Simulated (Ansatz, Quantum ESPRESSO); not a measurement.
# Predicting the next point of a tunnelling series: vacuum gaps between two Rh(111) faces

How the rows were computed: Quantum ESPRESSO 7.5 (pw.x, pwcond.x), PBEsol, GBRV ultrasoft; geometry as built. T is the transmission per spin at the Fermi level, averaged over the mesh across the current, in a cell of 6.35 Å². The series steps the width of the vacuum gap.

```tsv
width (Å)	T
3.5	0.821
4.5	0.21
5.5	0.0242
```

To predict: What is T at 6.5 Å?

**Worked estimate.** In the tunnelling regime ln T falls linearly. The last two rows give a slope of ln(0.21/0.0242)/(5.5 − 4.5) = 2.161 per Å, so T(6.5) ≈ 0.0242 × exp(−2.161 × 1) = 0.00279.

**Check.** T = 0.00239; the estimate is 1.16 times that. The slope over the last interval is 2.314: the same within 8 %. Points of the mesh with over 2.5 times the mean carry 56 % of this T, so the value leans on the mesh. A second code, Ansatz 0.2.0, gives 0.00245.

Caveats: Short leads, unrelaxed atoms, a barrier without the image potential and an untested mesh.

[Logs are printed without paths, hosts, clocks, repeated set-up lines and the standing remarks that a program may print on its own settings, such as how far it seeks lower states.]
